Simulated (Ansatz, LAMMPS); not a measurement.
# A frame of liquid Rb(Br,F) from 1200 K (104 atoms): geometry optimisation

Aim: bring a frame of liquid Rb(Br,F) from 1200 K (104 atoms) to a nearby minimum of the energy and see what moves.

Main program and level: Ansatz 0.2.0; Kohn-Sham DFT, PBE, PAW (set soft_2), plane waves.

### Step 1. The structure

The cell holds 104 atoms: 52 Rb, 22 Br and 30 F. Cell: a = 16.289 Å, b = 16.289 Å, c = 16.289 Å, α = 90.0°, β = 90.0°, γ = 90.0°. 104 atoms (52 Rb, 22 Br, 30 F) placed at random at 2.6 g/cm³, melted at 1800 K for 10 ps at fixed volume with the Lennard-Jones and Coulomb ion parameters for SPC/E (Joung and Cheatham, J. Phys. Chem. B 112, 9020 (2008)), full charges. Snapshot at the end of a hold of 20 ps at 1200 K and fixed volume.

What the set-up can't give: The starting topology of bonds comes from the classical model. The ion parameters were fitted for water, not for melts, so the starting structure of this cell may lie well off the real melt's. Sampling is at Γ alone, for a cell whose shortest periodic width is 16 Å.

### Step 2. Single point at the start

A single point comes first, to see the forces before anything moves.

input.yaml reads:

```yaml
crystal:
  lattice:
    - [16.2888, 0.0, 0.0]
    - [0.0, 16.2888, 0.0]
    - [0.0, 0.0, 16.2888]
  atoms:
    - { symbol: Rb, position: [0.00095, 0.23626, 0.39521] }
    - { symbol: Rb, position: [0.9154, 0.36863, 0.98998] }
    - { symbol: Rb, position: [0.41475, 0.64818, 0.52196] }
    - { symbol: Rb, position: [0.72666, 0.27211, 0.23667] }
    [... 94 atom lines left out ...]
    - { symbol: F, position: [0.60562, 0.1892, 0.17611] }
    - { symbol: F, position: [0.15536, 0.45799, 0.62433] }
    - { symbol: F, position: [0.92561, 0.78903, 0.99062] }
    - { symbol: F, position: [0.08177, 0.1091, 0.28471] }
    - { symbol: F, position: [0.13008, 0.35127, 0.37638] }
    - { symbol: F, position: [0.02724, 0.78631, 0.33882] }
kpoints:
  mp_grid: { grid: [1, 1, 1] }
hamiltonian:
  xc: pbe
scf:
  occupations: { method: fixed }
output:
  forces: true
  stress: true
  populations: intrinsic
  dos:
    method: { smearing: { sigma: 0.08 } }
    de: 0.1
    projected: { site_lists: { Br: [Br], F: [F], Rb: [Rb] } }
  eigenvalues: true
```

Started as:

```sh
$ ansatz run input.yaml --threads 4 --pin off --max-ram 8192MiB --backend cpu --events-out ev --progress --plain --runs-dir out
```

Elapsed: 94 s, on 4 threads of Arm Neoverse V2, shared host; peak memory 5.7 GiB.

Read from the output:

```
free energy                                      : -255513.8140 eV
free energy per atom                             : -2456.8636 eV/atom
SCF cycles                                       : 10
pressure                                         : -0.4311 GPa
r.m.s. force component                           : 0.3216 eV/Å
longest force                                    : 1.285 eV/Å
Fermi energy                                     : 0.4986 eV
gap (highest filled to lowest empty level) : 3.014 eV
```

The r.m.s. force component of 0.32 eV/Å and the pressure of -0.43 GPa set the starting point.

Length of the force by element:

| element | coordination | atoms | mean length of the force (eV/Å) | spread | least | most |
| --- | --- | --- | --- | --- | --- | --- |
| Br | all | 22 | 0.507 | 0.268 | 0.153 | 1.16 |
| F | all | 30 | 0.420 | 0.191 | 0.152 | 0.793 |
| Rb | all | 52 | 0.536 | 0.266 | 0.110 | 1.28 |

### Step 3. Cell and atoms relaxed

The cell is relaxed with the atoms, since the starting lattice needn't suit this functional.

input.yaml, the sections that differ from step 2:

```yaml
output:
  forces: true
relax:
  f_tol: 0.05
  max_steps: 73
  cell: {}
# crystal, kpoints, hamiltonian, scf: as in step 2
```

Elapsed: 32 min, on 4 threads; peak memory 5.5 GiB.

Step by step (22 of 41):

```
step  energy less that of the first step (eV)  largest force component (eV/Å)  pressure (GPa)  volume (Å³)
   1                                   0.0000                          1.1261           -0.43      4321.83
   3                                  -6.9628                          0.4411           -0.11      4081.05
   5                                  -9.2271                          0.3445           -0.01      3991.57
   7                                 -10.6011                          0.1451           -0.01      3933.66
   9                                 -11.4228                          0.1538            0.00      3901.08
  11                                 -12.0166                          0.1106            0.02      3886.87
  12                                 -12.2617                          0.0685            0.02      3886.77
  14                                 -12.6785                          0.1667            0.00      3889.16
  16                                 -12.9735                          0.1282           -0.02      3876.46
  18                                 -13.1904                          0.1359           -0.01      3849.18
  20                                 -13.3295                          0.0937            0.00      3824.04
  22                                 -13.4518                          0.0403            0.01      3817.26
  24                                 -13.5263                          0.0774            0.00      3819.77
  26                                 -13.6175                          0.1073           -0.01      3819.55
  28                                 -13.6976                          0.0547            0.00      3817.81
  30                                 -13.7703                          0.0615            0.01      3819.49
  31                                 -13.8026                          0.0678            0.00      3826.01
  33                                 -13.8534                          0.1102            0.00      3833.56
  35                                 -13.8957                          0.0562           -0.01      3833.72
  37                                 -13.9393                          0.0326            0.01      3825.98
  39                                 -13.8643                          0.0555           -0.01      3810.14
  41                                 -13.8721                          0.0406            0.02      3801.81
```

| cell as run | before | after | change |
| --- | --- | --- | --- |
| a (Å) | 16.289 | 15.921 | -2.3 % |
| b (Å) | 16.289 | 16.053 | -1.4 % |
| c (Å) | 16.289 | 14.909 | -8.5 % |
| α (°) | 90.00 | 88.86 | -1.3 % |
| β (°) | 90.00 | 89.16 | -0.9 % |
| γ (°) | 90.00 | 86.43 | -4.0 % |
| volume (Å³/atom) | 41.56 | 36.56 | -12.0 % |

The atoms that moved most (Å, as changes of fractional coordinates times the final cell):

```
atom      dx      dy      dz  length
Br60  -2.147   1.393  -0.256   2.572
 Rb8   0.832   1.630  -1.000   2.086
Rb37  -1.534  -1.312   0.140   2.024
Rb19  -1.691  -0.568  -0.732   1.928
Rb48  -1.077   1.300   0.456   1.749
Rb29   1.046  -0.005  -1.350   1.708
Rb46   0.776   1.432   0.476   1.697
Rb38  -0.184   1.468   0.749   1.658
```

The relaxation changed the energy by -133 meV/atom, and atoms moved by 1.1 Å r.m.s., 2.6 Å at most.

### Step 4. Distances and neighbours after relaxation

Bonds before and after, by the cutoffs listed below:

```csv
pair,bonds before,bonds after,mean before (Å),mean after (Å),spread before (Å),spread after (Å)
Rb-F,112,135,2.884,2.798,0.229,0.136
Rb-Br,94,123,3.457,3.515,0.249,0.150
```

Density 2.96 g/cm³, 36.56 Å³ an atom.

g(r), total and by pair (bins of 0.2 Å):

| r (Å) | total | Rb-Rb | Rb-F | Rb-Br | F-F | F-Br | Br-Br |
| --- | --- | --- | --- | --- | --- | --- | --- |
| 2.50 | 0.04 | 0.00 | 0.15 | 0.00 | 0.00 | 0.00 | 0.00 |
| 2.70 | 3.23 | 0.00 | 11.17 | 0.00 | 0.00 | 0.00 | 0.00 |
| 2.90 | 1.27 | 0.00 | 4.42 | 0.00 | 0.00 | 0.00 | 0.00 |
| 3.10 | 0.21 | 0.00 | 0.72 | 0.00 | 0.00 | 0.00 | 0.00 |
| 3.30 | 0.84 | 0.00 | 0.37 | 3.20 | 0.61 | 0.00 | 0.00 |
| 3.50 | 1.65 | 0.27 | 0.00 | 7.08 | 1.09 | 0.00 | 0.00 |
| 3.70 | 1.06 | 1.21 | 0.43 | 2.34 | 0.95 | 0.50 | 0.00 |
| 3.90 | 0.99 | 2.11 | 0.06 | 0.61 | 1.34 | 1.49 | 0.40 |
| 4.10 | 1.03 | 1.66 | 0.06 | 0.39 | 3.21 | 1.92 | 0.37 |
| 4.30 | 1.22 | 2.35 | 0.16 | 0.63 | 1.99 | 1.97 | 1.04 |
| 4.50 | 1.06 | 1.77 | 0.14 | 0.19 | 0.84 | 2.92 | 2.48 |
| 4.70 | 1.09 | 1.68 | 0.35 | 0.35 | 1.83 | 2.38 | 1.12 |
| 4.90 | 0.95 | 1.27 | 0.65 | 0.77 | 1.25 | 0.76 | 1.84 |
| 5.10 | 0.75 | 0.69 | 0.63 | 0.61 | 0.39 | 1.04 | 2.42 |
| 5.30 | 0.93 | 0.91 | 0.90 | 0.38 | 1.67 | 1.38 | 1.32 |
| 5.50 | 0.89 | 0.78 | 0.96 | 0.66 | 1.23 | 0.91 | 1.45 |
| 5.70 | 0.91 | 0.86 | 1.33 | 0.62 | 0.52 | 0.70 | 1.16 |
| 5.90 | 0.99 | 0.55 | 1.42 | 1.06 | 0.58 | 1.26 | 0.36 |
| 6.10 | 0.84 | 0.60 | 1.15 | 0.99 | 0.36 | 0.80 | 0.51 |
| 6.30 | 1.09 | 0.70 | 1.79 | 1.17 | 0.25 | 0.69 | 1.11 |
| 6.50 | 1.12 | 0.85 | 1.63 | 1.25 | 0.24 | 0.98 | 0.74 |
| 6.70 | 1.04 | 0.82 | 1.43 | 1.32 | 0.29 | 0.51 | 1.11 |
| 6.90 | 1.11 | 0.84 | 1.20 | 1.58 | 0.92 | 0.62 | 1.46 |
| 7.10 | 1.01 | 0.94 | 0.96 | 1.42 | 1.20 | 0.55 | 0.61 |
| 7.30 | 0.89 | 0.71 | 1.06 | 1.07 | 0.89 | 0.60 | 0.70 |

Bonds by pair of elements; cutoffs follow the first minimum of g(r), held within bounds set by covalent radii, and pairs that aren't listed don't count as bonded:

```csv
pair A-B,cutoff (Å),bonds,mean length (Å),spread (Å),shortest (Å),B about A,A about B
Rb-F,3.48,135,2.80,0.136,2.57,2.60,4.5
Rb-Br,4.03,123,3.52,0.15,3.24,2.37,5.59
```

How many atoms have how many bonded neighbours:

```
element  mean  3   4   5   6  7
     Br  5.59  0   1   9  10  2
      F   4.5  1  13  16   0  0
     Rb  4.96  0  15  24  13  0
```

Bond angles (no mean is given where the spread exceeds 20°):

| angle | count | mean (°) | spread (°) |
| --- | --- | --- | --- |
| Rb-Br-Rb | 288 | - | - |
| Br-Rb-F | 267 | - | - |
| Rb-F-Rb | 241 | - | - |
| F-Rb-F | 132 | - | - |
| Br-Rb-Br | 126 | - | - |

Bond length by coordination (bonds to H left out):

```
element  coordination  atoms  mean bond length (Å)
     Br             4      1                  3.43
     Br             5      9                  3.51
     Br             6     10                  3.52
     Br             7      2                  3.54
      F             3      1                  2.66
      F             4     13                  2.71
      F             5     16                  2.86
     Rb             4     15                  2.96
     Rb             5     24                  3.14
     Rb             6     13                  3.27
```

For some of the pairs, g(r) has its first main peak near 2.7 Å (Rb-F) and 3.5 Å (Rb-Br). With the cutoffs above, 45 % of Br atoms have 6, 53 % of F atoms have 5 and 46 % of Rb atoms have 5 bonded neighbours.

### Step 5. Single point at the relaxed geometry

The electronic structure is read at the final geometry, in a run of its own.

input.yaml reads:

```yaml
crystal:
  lattice:
    - [15.91244, 0.49783, 0.11055]
    - [0.49783, 16.04469, 0.15217]
    - [0.11055, 0.15217, 14.90756]
  atoms:
    - { symbol: Rb, position: [0.00419, 0.2222, 0.38331] }
    - { symbol: Rb, position: [0.93057, 0.40472, 0.97722] }
    - { symbol: Rb, position: [0.41842, 0.70399, 0.54968] }
    - { symbol: Rb, position: [0.73982, 0.26963, 0.24533] }
    [... 94 atom lines left out ...]
    - { symbol: F, position: [0.60193, 0.21372, 0.17033] }
    - { symbol: F, position: [0.12696, 0.47602, 0.62533] }
    - { symbol: F, position: [0.93154, 0.79334, 0.00784] }
    - { symbol: F, position: [0.0809, 0.10316, 0.28014] }
    - { symbol: F, position: [0.12368, 0.34392, 0.39744] }
    - { symbol: F, position: [0.03743, 0.76971, 0.33222] }
kpoints:
  mp_grid: { grid: [1, 1, 1] }
hamiltonian:
  xc: pbe
scf:
  occupations: { method: fixed }
output:
  forces: true
  stress: true
  populations: intrinsic
  dos:
    method: { smearing: { sigma: 0.15 } }
    de: 0.1
    projected: { site_lists: { Br: [Br], F: [F], Rb: [Rb] } }
  eigenvalues: true
  write_density: true
  write_potential: true
  volumetric_format: npy
```

It took 78 s on 4 threads; peak memory 4.9 GiB.

The program notes that the exchange-correlation potential is rough where the density is thin.

The run gave:

```
free energy                                      : -255527.6861 eV
free energy per atom                             : -2456.9970 eV/atom
SCF cycles                                       : 9
pressure                                         : 0.01578 GPa
r.m.s. force component                           : 0.01105 eV/Å
longest force                                    : 0.04853 eV/Å
Fermi energy                                     : 0.8687 eV
gap (highest filled to lowest empty level) : 3.735 eV
```

Intrinsic-atomic-orbital charges by element and coordination:

```csv
element,coordination,atoms,mean charge (e),spread,least,most
Br,all,22,-0.742,0.008,-0.755,-0.724
Br,4,1,-0.753,0,-0.753,-0.753
Br,5,9,-0.748,0.004,-0.755,-0.744
Br,6,10,-0.738,0.005,-0.745,-0.727
Br,7,2,-0.729,0.0047,-0.733,-0.724
F,all,30,-0.887,0.0046,-0.899,-0.878
F,3,1,-0.899,0,-0.899,-0.899
F,4,13,-0.889,0.0031,-0.895,-0.884
F,5,16,-0.884,0.0029,-0.889,-0.878
Rb,all,52,0.826,0.027,0.773,0.883
Rb,4,15,0.850,0.0203,0.808,0.883
Rb,5,24,0.820,0.0232,0.784,0.875
Rb,6,13,0.806,0.0176,0.773,0.833
```

States in the cell by windows of 1 eV, zero at the Fermi level; the larger projections on atomic orbitals stand beside the total:

```
from (eV)  to (eV)  total   Rb p    F p   Br p
      -10       -9   73.6   72.3    0.4    0.3
       -9       -8  237.4  233.4    1.8    0.6
       -8       -7    1.0    1.0    0.0    0.0
       -7       -2    0.0    0.0    0.0    0.0
       -2       -1  144.0    1.6  129.2    8.0
       -1        0  165.8    1.7   43.7  115.8
        0        1    2.3    0.0    0.1    2.1
        1        3    0.0    0.0    0.0    0.0
        3        4    2.0    0.0    0.0    0.0
        4        5   12.2    0.2    0.2    0.5
```

With fixed occupations the program's Fermi level is the highest filled level; weight inside the gap is the broadening of levels at its edges.

Between -26 and -10 eV lie 208 more states.

The levels nearest the highest filled one (over half full), pooled over k-points and spins:

```csv
level less the highest filled one (eV),occupation
-0.147,2
-0.141,2
-0.128,2
-0.035,2
-0.0202,2
0,2
3.73,0
4.57,0
4.65,0
4.66,0
4.77,0
4.86,0
```

Mean intrinsic-atomic-orbital charges: Br -0.74, F -0.89, Rb +0.83 e.

### Step 6. Outcome

* energy change in the relaxation: -133.4 meV/atom
* r.m.s. displacement: 1.064 Å
* largest displacement: 2.572 Å
* free energy per atom: -2456.9970 eV/atom
* pressure: 0.01578 GPa
* r.m.s. force component: 0.01105 eV/Å
* gap (highest filled to lowest empty level): 3.735 eV
* wall time of the 3 DFT runs: 34 min

What this shows: Relaxation lowers the energy by 133 meV/atom and moves atoms by 1.1 Å r.m.s.; the r.m.s. force component goes from 0.32 to 0.011 eV/Å, the pressure goes from -0.43 to 0.016 GPa, and the gap from 3.01 to 3.73 eV. Displacements are taken in the final cell, so they leave out its strain. By the final cutoffs 18 of 206 bonded pairs parted and 70 joined. The cell shrank by 12.0 % in volume. From the first step to the last the energy fell by 13.872 eV, and the largest move was 2.57 Å (Br60). The Rb-F bonds change most in mean length: from 2.884 Å (spread 0.229) to 2.798 Å (spread 0.136), and their number from 112 to 135. With the cutoffs above, 45 % of Br atoms have 6, 53 % of F atoms have 5 and 46 % of Rb atoms have 5 bonded neighbours. The highest filled and lowest empty levels differ by 3.73 eV (at Γ alone); a semilocal functional tends to put such gaps too low. In a disordered cell it changes from sample to sample and from frame to frame.

What to keep in mind: The starting topology of bonds comes from the classical model; in DFT 18 of its 206 bonded pairs passed out of the cutoffs and 70 came within them.

[Logs are printed without paths, hosts, clocks, repeated set-up lines and the standing remarks that a program may print on its own settings, such as how far it seeks lower states.]

[Hosts, paths, dates, database ids (printed as entryN), source tags and the programs' standing remarks are cut or masked in the printed files.]
